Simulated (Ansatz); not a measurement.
# HfPbSO2 (built on the sites of a database entry of HfPbO3): phonons and vibrational spectra

The cell of HfPbSO2 (built on the sites of a database entry of HfPbO3) is at rest. What are its phonons? After the zone centre comes a 1×2×2 q mesh on a 10×12×12 k mesh.

Main program and level: Ansatz 0.2.0; DFT PBEsol, scalar-relativistic, plane waves, PAW.

The structure was built from a prototype and need not be the compound's stable phase.

## 1. The starting structure

The structure is tetragonal, space group P4/mmm (No. 123). Conventional cell: a = 4.096 Å, b = 4.096 Å, c = 5.112 Å, α = 90.00°, β = 90.00°, γ = 90.00°. Nearest to Hf lie 4 O at 2.05 Å and 2 S at 2.56 Å. Nearest to Pb lie 4 S at 2.90 Å. Nearest to S lie 2 Hf at 2.56 Å and 4 Pb at 2.90 Å. Nearest to O lie 2 Hf at 2.05 Å. Farther neighbours and most contacts between anions are not listed.

## 2. Modes at Γ

The cell comes from relaxations at this level that are not shown. The zone centre comes first: it holds the modes that light can see, as far as symmetry allows. The response to a homogeneous field gives the Born charges and the dielectric tensor.

File input.yaml:

```yaml
crystal:
  lattice:
    - [5.112178333, 0.0, 0.0]
    - [0.0, 4.0961771875, 0.0]
    - [0.0, 0.0, 4.0961771875]
  atoms:
    - { symbol: Hf, position: [0.5, 0.5, 0.5] }
    - { symbol: Pb, position: [0.0, 0.0, 0.0] }
    - { symbol: S, position: [0.0, 0.5, 0.5] }
    - { symbol: O, position: [0.5, 0.0, 0.5] }
    - { symbol: O, position: [0.5, 0.5, 0.0] }
kpoints:
  mp_grid: { grid: [10, 12, 12] }
hamiltonian:
  xc: pbesol
scf:
  occupations: { method: fixed }
output:
  eigenvalues: true
phonons:
  method: dfpt
  dielectric: true
  rigid_motions: translations
```

On the command line:

```bash
$ ansatz run input.yaml --threads 8 --pin off --max-ram 14336MiB --backend cpu --events-out ev --progress --plain --runs-dir out
```

Numbers of over 12 decimals in the logs are rounded to 6 here.

Output:

```text
Engine: ansatz 0.2.0, x86_64-unknown-linux-gnu
Pseudopotentials: kind: paw
Pseudopotential: Hf, paw, valence charge 26, recommended cutoff 420 eV (normal), Hf.paw.azcp
Pseudopotential: Pb, paw, valence charge 14, recommended cutoff 420 eV (normal), Pb.paw.azcp
Pseudopotential: S, paw, valence charge 6, recommended cutoff 420 eV (normal), S.paw.azcp
Pseudopotential: O, paw, valence charge 6, recommended cutoff 420 eV (normal), O.paw.azcp
Functional definition: PBEsol
  exchange = pbesol_x
  correlation = pbesol_c
Crystal: 5 atoms, lattice volume = 85.776 Å³
Basis set: ecut = 420 eV, 1673 PW (Γ), exchange–correlation on 72×60×60 points (8 copies of the dense FFT grid, shifted against one another)
Bands: 35, of which v1, the nominal top of the filled ones, is band 29 counted from 1 (28 counted from 0)
Symmetry: 16 space group operations
k-points: 724 of 1440 (irreducible under 1 space group operation, time reversal used)
Non-local potential: Hf, projectors of the file, l = 0: 3, l = 1: 2, l = 2: 2, l = 3: 3
Non-local potential: Pb, projectors of the file, l = 0: 2, l = 1: 2, l = 2: 2, l = 3: 2
Non-local potential: S, projectors of the file, l = 0: 2, l = 1: 2, l = 2: 2
Non-local potential: O, projectors of the file, l = 0: 2, l = 1: 2, l = 2: 1
PAW form: soft (Blöchl's): semilocal exchange-correlation on the pseudo side does not see the compensation charge
PAW frozen core: Hf, regenerated for the run's functional, and the local potential with it (the file was generated under x = pbe(κ = 0.804, μ = 0.219515), c = pbe(β = 0.066725))
PAW frozen core: Pb, regenerated for the run's functional, and the local potential with it (the file was generated under x = pbe(κ = 0.804, μ = 0.219515), c = pbe(β = 0.066725))
PAW frozen core: S, regenerated for the run's functional, and the local potential with it (the file was generated under x = pbe(κ = 0.804, μ = 0.219515), c = pbe(β = 0.066725))
PAW frozen core: O, regenerated for the run's functional, and the local potential with it (the file was generated under x = pbe(κ = 0.804, μ = 0.219515), c = pbe(β = 0.066725))
PAW one-centre angular grid: Hf, 590 points (default); XC on 64 Gauss nodes
PAW one-centre angular grid: Pb, 590 points (default); XC on 64 Gauss nodes
PAW one-centre angular grid: S, 110 points (default); XC on 64 Gauss nodes
PAW one-centre angular grid: O, 110 points (default); XC on 64 Gauss nodes
Initial density: superposition of atomic densities (neutral atoms: chi_scale 0, normalization atom), corrected by the library's trained network
Initial wavefunctions: pseudopotential atomic-orbital guess
Functional: x = pbesol(κ = 0.804, μ = 0.123457), c = pbesol(β = 0.046)
SCF iter   1: F=—  HF=-29364.466607 eV  |F-HF|=—  |Δ(HF+E_count)|=         —  Δρ=1.18e-2  dr2=1.20e-1  ethr=1.77e-3  ⟨swp⟩=4.9  Hψ=85350  notcnv=0  defer=2718
preconditioner: auto → Resta (q_TF=auto, 2.556 Å⁻¹)  ε∞=4.6  [insulator: Δε(μ)=1.240 eV  Ē_g=15.716 eV  n_scr=28 (ndim 8)  ℏωp=30.0 eV  f_vac=0.013  ε∞_Penn≈4.6]
SCF iter   2: F=—  HF=-29364.438906 eV  |F-HF|=—  |Δ(HF+E_count)|=   2.77e-2  Δρ=3.50e-3  dr2=1.75e-2  ethr=2.07e-4  ⟨swp⟩=2.0  Hψ=44234  notcnv=0  defer=2848
SCF iter   3: F=—  HF=-29364.435144 eV  |F-HF|=—  |Δ(HF+E_count)|=   3.76e-3  Δρ=1.64e-3  dr2=4.25e-3  ethr=3.02e-5  ⟨swp⟩=2.0  Hψ=31912  notcnv=0  defer=2889
SCF iter   4: F=—  HF=-29364.434041 eV  |F-HF|=—  |Δ(HF+E_count)|=   1.10e-3  Δρ=7.71e-4  dr2=1.16e-3  ethr=7.32e-6  ⟨swp⟩=2.3  Hψ=35729  notcnv=0  defer=2892
SCF iter   5: F=—  HF=-29364.433637 eV  |F-HF|=—  |Δ(HF+E_count)|=   4.05e-4  Δρ=2.36e-4  dr2=1.46e-4  ethr=2.00e-6  ⟨swp⟩=2.0  Hψ=37650  notcnv=0  defer=2878
SCF iter   6: F=—  HF=-29364.433564 eV  |F-HF|=—  |Δ(HF+E_count)|=   7.30e-5  Δρ=9.13e-5  dr2=1.27e-5  ethr=2.51e-7  ⟨swp⟩=2.0  Hψ=44137  notcnv=0  defer=2054
SCF iter   7: F=—  HF=-29364.433565 eV  |F-HF|=—  |Δ(HF+E_count)|=   1.74e-6  Δρ=2.22e-5  dr2=7.77e-7  ethr=2.18e-8  ⟨swp⟩=2.0  Hψ=39769  notcnv=0  defer=1212
SCF iter   8: F=—  HF=-29364.433566 eV  |F-HF|=—  |Δ(HF+E_count)|=   3.40e-7  Δρ=5.07e-6  dr2=2.74e-8  ethr=1.34e-9  ⟨swp⟩=2.0  Hψ=38353  notcnv=0  defer=1194
SCF iter   9: F=—  HF=-29364.433566 eV  |F-HF|=—  |Δ(HF+E_count)|=   3.15e-8  Δρ=1.23e-6  dr2=1.21e-9  ethr=4.73e-11  ⟨swp⟩=2.0  Hψ=44927  notcnv=0  defer=1194
SCF iter  10: F=—  HF=-29364.433566 eV  |F-HF|=—  |Δ(HF+E_count)|=  7.89e-10  Δρ=2.77e-7  dr2=4.38e-11  ethr=1.00e-12  ⟨swp⟩=11.0  Hψ=175813  notcnv=0
SCF iter  11: F=-29364.433566 eV  HF=-29364.433566 eV  |F-HF|=0.00e0  |Δ(HF+E_count)|=  1.82e-11  Δρ=7.75e-8  dr2=4.04e-12  ethr=1.00e-12  ⟨swp⟩=5.8  Hψ=113746  notcnv=0
SCF 1 converged in 11 iterations: F = -29364.433566 eV  dr2 = 4.04e-12
  greatest PAW one-centre occupation: 0.999 electrons in one spin orbital (limit 2), on the Hf atom at site 0 (counted from 0), in its partial waves of l = 3
DFPT response loops at Γ: preconditioner auto → Resta (q_TF=auto, 2.556 Å⁻¹)  ε∞=6.7 (no band partly filled); β = 1.00, the filter's whole step (`scf.mixing.beta` (0.50) is not read by the response loops at its default; to damp them type it under 1.00, their step now; it binds the ground state too); Broyden in place of MSR1
── the response to a field inside a basis, on 10×12×12 k-points: an SCF that follows is theirs, and a resumed run solves both again ──
Bands: 30, of which v1, the nominal top of the filled ones, is band 29 counted from 1 (28 counted from 0)
k-points: 105 of 1440
Initial density: handed on by an earlier stage of this run
Initial wavefunctions: pseudopotential atomic-orbital guess (no wavefunctions were taken with the density)
Eigensolver: Dense (105 Hₖ)
SCF iter   1: F=—  HF=-29364.416764 eV  |F-HF|=—  |Δ(HF+E_count)|=         —  Δρ=3.20e-4  dr2=1.69e-5  ethr=1.00e-1
preconditioner: auto → Resta (q_TF=auto, 2.556 Å⁻¹)  ε∞=5.6  [insulator: Δε(μ)=1.700 eV  Ē_g=13.983 eV  n_scr=28 (ndim 8)  ℏωp=30.0 eV  f_vac=0.010  ε∞_Penn≈5.6]
SCF iter   2: F=—  HF=-29364.416762 eV  |F-HF|=—  |Δ(HF+E_count)|=   1.96e-6  Δρ=1.52e-4  dr2=9.11e-6  ethr=2.91e-8
SCF iter   3: F=—  HF=-29364.416762 eV  |F-HF|=—  |Δ(HF+E_count)|=   1.88e-7  Δρ=7.95e-5  dr2=1.01e-6  ethr=1.57e-8
SCF iter   4: F=-29364.416762 eV  HF=-29364.416762 eV  |F-HF|=3.50e-9  |Δ(HF+E_count)|=   1.72e-7  Δρ=4.35e-6  dr2=1.40e-8  ethr=1.74e-9
SCF 1 converged in 4 iterations: F = -29364.416762 eV  dr2 = 1.40e-8
DFPT response loops at Γ: preconditioner auto → Resta (q_TF=auto, 2.556 Å⁻¹)  ε∞=5.9 (no band partly filled); β = 1.00, the filter's whole step (`scf.mixing.beta` (0.50) is not read by the response loops at its default; to damp them type it under 1.00, their step now; it binds the ground state too); Broyden in place of MSR1
WARN: field response: ε∞ stands inside a basis, on 10×12×12 points; the force constants stand on the 10×12×12 k-mesh, whose period is 12.77 times the interband length at k = (0.0000, 0.0000, -0.5000), direct gap 1.381 eV, under 14: take them and everything formed from them as unconverged, and compare with a denser kpoints.mp_grid
SCF converged after 11 iterations
Free energy (F): -29364.433566 eV
Harris-Foulkes:  -29364.433566 eV  (|F-HF|=0.00e0)
Internal energy: -29364.433566 eV  (E = F + TS)
E sigma→0 (E₀):  -29364.433566 eV
Fermi energy:    10.665415 eV
--- Per-component energies (eV) ---
  E_band       = -150.009986
  E_kinetic    = 1162.934750
  E_local      = -8730.944505  (includes V_loc(G=0)·N_el)
  E_nonlocal   = -759.568982
  E_hartree    = 3918.188468
  E_xc         = -758.868564
  E_vxc        = -673.194058  (∫ρ·V_xc dr)
  E_paw        = -17948.410986  (= ΣΔE_a)
  E_vpaw       = 1014.380994  (= ΣTr[D̂ρ^β])
  E_aug_tail   = 0.004916  (compensation charges beyond the density's cutoff)
  E_ewald      = -6249.214397
  E_core_change = 1.445733  (= ΣΔE_core)
  E_smearing   = -0.000000  (= −TS)
  E_closure    = 0.000000  (closes the sum)
  Σ components = -29364.433566   (vs F -29364.433566, Δ=0.00e0)
--- Band table (eV; the first three rows and the last of 724) ---
  k-point 0: bands = [... 25 lower, 9.1767, 9.8795, 9.9152, 9.9152, 13.0212, 13.0212, 14.2505, 14.3143, ... 2 higher]
  k-point 1: bands = [... 25 lower, 9.0900, 9.7428, 9.8209, 9.8468, 13.0288, 13.1919, 14.2546, 14.4621, ... 2 higher]
  k-point 2: bands = [... 25 lower, 9.0358, 9.4512, 9.7047, 9.7410, 13.0496, 13.5275, 14.2461, 14.7887, ... 2 higher]
  k-point 723: bands = [... 25 lower, 6.6768, 9.2305, 9.2305, 10.5232, 14.3209, 16.2826, 16.2826, 16.7161, ... 2 higher]
--- Phonons (Γ-DFPT): 9 representative perturbations + reference, on 724 of 1440 k-points (Σ response iterations 35) ---
  k mesh reduced under 1 symmetry operation, with k and −k counted as one. Each operation leaves every solved perturbation unchanged. A smaller set is not considered because the run solves the response to a homogeneous field
  ASR residual: 9.199e-5 → 0.000e0 eV/Å²; symmetrization residual: 1.672e-5 eV/Å²
  ASR residual per site (eV/Å²): 1.73e-5 4.20e-6 4.21e-5 9.20e-5 9.20e-5
  Γ frequencies (cm⁻¹): -169.98 -120.84 -10.36 -10.36 0.00 0.00 0.00 118.60 118.60 127.27 166.64 166.64 342.56 489.67 489.67
  ε∞ (high-frequency dielectric tensor):
        7.060529     0.000000    -0.000000
        0.000000    10.896776    -0.000000
       -0.000000    -0.000000    10.896776
  softest optical mode at Γ: -169.98 cm⁻¹; the repairs (sum rule, projections) moved no ω² at Γ by more than (2.41 cm⁻¹)²
  Born effective charges Z* (e; rows j = field, columns β = displacement):
    site 0:
         5.06251   -0.00000   -0.00000
        -0.00000    6.47687    0.00000
        -0.00000    0.00000    6.47687
    site 1:
         2.90615    0.00000   -0.00000
         0.00000    5.13639   -0.00000
        -0.00000   -0.00000    5.13639
    site 2:
        -3.25633   -0.00000    0.00000
        -0.00000   -3.95080    0.00000
         0.00000    0.00000   -3.95080
    site 3:
        -2.35617   -0.00000    0.00000
        -0.00000   -5.91529   -0.00000
         0.00000    0.00000   -1.74717
    site 4:
        -2.35617    0.00000    0.00000
         0.00000   -1.74717    0.00000
         0.00000   -0.00000   -5.91529
  Z* charge neutrality: 5.563e-3 e pre-enforcement
  solved inside a basis spanned on kpoints, on 10×12×12 k-points, its susceptibility summed on 14×18×18: ε∞ is read to err by 3.6e-2, Z* by 3.0e-2 e (field_mesh: kpoints solves on kpoints); Z* is corrected for what the basis lacks
  optical modes at Γ without the LO–TO term, one row a degenerate level:
      ω (cm⁻¹)  modes    IR ((D/Å)²/amu)
       -169.98      1             0.0000
       -120.84      1            13.8462
        -10.36      2             9.2272
        118.60      2            64.8925
        127.27      1            11.7092
        166.64      2             1.7527
        342.56      1             2.3390
        489.67      2            73.0299
  optical modes at Γ + LO–TO along q̂ = [1.0000, 0.0000, 0.0000]:
      ω (cm⁻¹)  modes    IR ((D/Å)²/amu)
       -169.98      1             0.0000
        -26.58      1             0.7144
        -10.36      2             9.2272
        118.60      2            64.8925
        166.64      2             1.7527
        278.01      1            12.9315
        374.96      1            14.2486
        489.67      2            73.0299
  optical modes at Γ + LO–TO along q̂ = [0.0000, 1.0000, 0.0000]:
      ω (cm⁻¹)  modes    IR ((D/Å)²/amu)
       -169.98      1             0.0000
       -120.84      1            13.8462
        -10.36      1             4.6136
         36.68      1             0.0804
        118.60      1            32.4463
        127.27      1            11.7092
[...]
optical modes at Γ + LO–TO along q̂ = [0.0000, 0.0000, 1.0000]:
      ω (cm⁻¹)  modes    IR ((D/Å)²/amu)
       -169.98      1             0.0000
       -120.84      1            13.8462
        -10.36      1             4.6136
         36.68      1             0.0804
        118.60      1            32.4463
        127.27      1            11.7092
        165.33      1             0.0402
        166.64      1             0.8763
        266.53      1            15.1707
        342.56      1             2.3390
        489.67      1            36.5150
        593.02      1            59.1598
```

It took 2.2 min on 8 threads of AMD EPYC 9R45, shared host; peak memory 8.5 GiB.

Reading the cycles: dr2 is the Hartree energy of the density residual (eV), the measure of convergence; HF is the Harris–Foulkes estimate of the energy, which meets the free energy F at convergence.

This step gave:

```yaml
gap_on_the_k_mesh: 1.335 eV
volume_per_atom: 17.16 Å³
sum_rule_residual_before_enforcement: 9.20e-5 eV/Å²
miss_of_the_charge_sum_rule: 0.005563 e
estimated_error_of_the_dielectric_tensor: 0.03643
estimated_error_of_the_born_charges: 0.02979 e
point_group: 4/mmm
highest_optical_mode_at_the_zone_centre_no_lo_to_term: 489.7 cm⁻¹
lowest_optical_zone_centre_mode: -170.0 cm⁻¹
mean_high_frequency_dielectric_constant: 9.618
largest_born_charge_third_of_the_trace: 6.005 e
top_of_the_zone_centre_spectrum_with_the_field: 593.0 cm⁻¹
```

Without the LO-TO term. Patterns of degenerate modes are one choice out of their space. The modes at Γ (shares of kinetic energy by element, %) (negative means imaginary):

| mode | frequency (cm⁻¹) | symmetry | Hf % | Pb % | S % | O % |
| --- | --- | --- | --- | --- | --- | --- |
| 1 | -170.0 | B2u | 0 | 0 | 0 | 100 |
| 2 | -120.8 | A2u | 6 | 38 | 9 | 47 |
| 3 | -10.4 | Eu | 32 | 47 | 0 | 21 |
| 4 | -10.4 | Eu | 32 | 47 | 0 | 21 |
| 5 | 0.0 | acoustic | 40 | 46 | 7 | 7 |
| 6 | 0.0 | acoustic | 40 | 46 | 7 | 7 |
| 7 | 0.0 | acoustic | 40 | 46 | 7 | 7 |
| 8 | 118.6 | Eu | 18 | 1 | 61 | 20 |
| 9 | 118.6 | Eu | 18 | 1 | 61 | 20 |
| 10 | 127.3 | A2u | 50 | 16 | 0 | 34 |
| 11 | 166.6 | Eu | 9 | 6 | 31 | 54 |
| 12 | 166.6 | Eu | 9 | 6 | 31 | 54 |
| 13 | 342.6 | A2u | 5 | 0 | 83 | 12 |
| 14 | 489.7 | Eu | 2 | 0 | 1 | 97 |
| 15 | 489.7 | Eu | 2 | 0 | 1 | 97 |

Displacements in mode 1 (-170.0 cm⁻¹), the largest set to 1:
```
Hf1  0.00  0.00  0.00
Pb2  0.00  0.00  0.00
S3   0.00  0.00  0.00
O4   1.00  0.00  0.00
O5  -1.00  0.00  0.00
```

Displacements in mode 12 (166.6 cm⁻¹), the largest set to 1:
```
Hf1  0.00 -0.12 -0.10
Pb2  0.00  0.10  0.08
S3   0.00 -0.54 -0.44
O4   0.00  0.20  0.81
O5   0.00  1.00  0.16
```

Optical modes at the zone centre, without and with the macroscopic field of the longitudinal modes; each column is sorted by frequency, so a row need not hold one and the same mode. Modes with and without the field, by row:

| rank among optical modes | no field (cm⁻¹) | q along (1, 0, 0) (cm⁻¹) | q along (0, 1, 0) (cm⁻¹) |
| --- | --- | --- | --- |
| 1 | -170 | -170 | -170 |
| 2 | -120.8 | -26.6 | -120.8 |
| 3 | -10.4 | -10.4 | -10.4 |
| 4 | -10.4 | -10.4 | 36.7 |
| 5 | 118.6 | 118.6 | 118.6 |
| 6 | 118.6 | 118.6 | 127.3 |
| 7 | 127.3 | 166.6 | 165.3 |
| 8 | 166.6 | 166.6 | 166.6 |
| 9 | 166.6 | 278 | 266.5 |
| 10 | 342.6 | 375 | 342.6 |
| 11 | 489.7 | 489.7 | 489.7 |
| 12 | 489.7 | 489.7 | 593 |

Born charge (rows field, columns displacement) (e), principal values of the symmetric part by kind of site:

| atom | atoms with these values | low | middle | high | mean |
| --- | --- | --- | --- | --- | --- |
| Hf1 | 1 | 5.06 | 6.48 | 6.48 | 6.01 |
| Pb2 | 1 | 2.91 | 5.14 | 5.14 | 4.39 |
| S3 | 1 | -3.95 | -3.95 | -3.26 | -3.72 |
| O4 | 2 | -5.92 | -2.36 | -1.75 | -3.34 |

In full for Pb2:

```
2.91 0.00 0.00
0.00 5.14 0.00
0.00 0.00 5.14
```

High-frequency dielectric tensor:

```
 7.06  0.00  0.00
 0.00 10.90  0.00
 0.00  0.00 10.90
```

Transverse modes; imaginary modes are left out. Lines of the infrared spectrum (strongest = 100):

| position (cm⁻¹) | label | relative intensity |
| --- | --- | --- |
| 119 | Eu | 89 |
| 127 | A2u | 16 |
| 167 | Eu | 2.4 |
| 343 | A2u | 3.2 |
| 490 | Eu | 100 |

Before it was imposed, the acoustic sum rule was missed by 9.2e-5 eV/Å² and the charge sum rule by 0.0056 e. Small misses are needed for a sound result but don't prove that mesh and cutoff are converged. The lowest optical mode is imaginary, 170.0i cm⁻¹, so the energy falls along it.

The log warns of the k mesh: “the force constants stand on the 10×12×12 k-mesh, whose period is 12.77 times the interband length at k = (0.0000, 0.0000, -0.5000), direct gap 1.381 eV, under 14: take them and everything formed from them as unconverged”.

[end of part 1 of 2]

[Logs are printed without paths, hosts, clocks, repeated set-up lines and the standing remarks that a program may print on its own settings, such as how far it seeks lower states.]

[Hosts, paths, dates, database ids (printed as entryN), source tags and the programs' standing remarks are cut or masked in the printed files.]
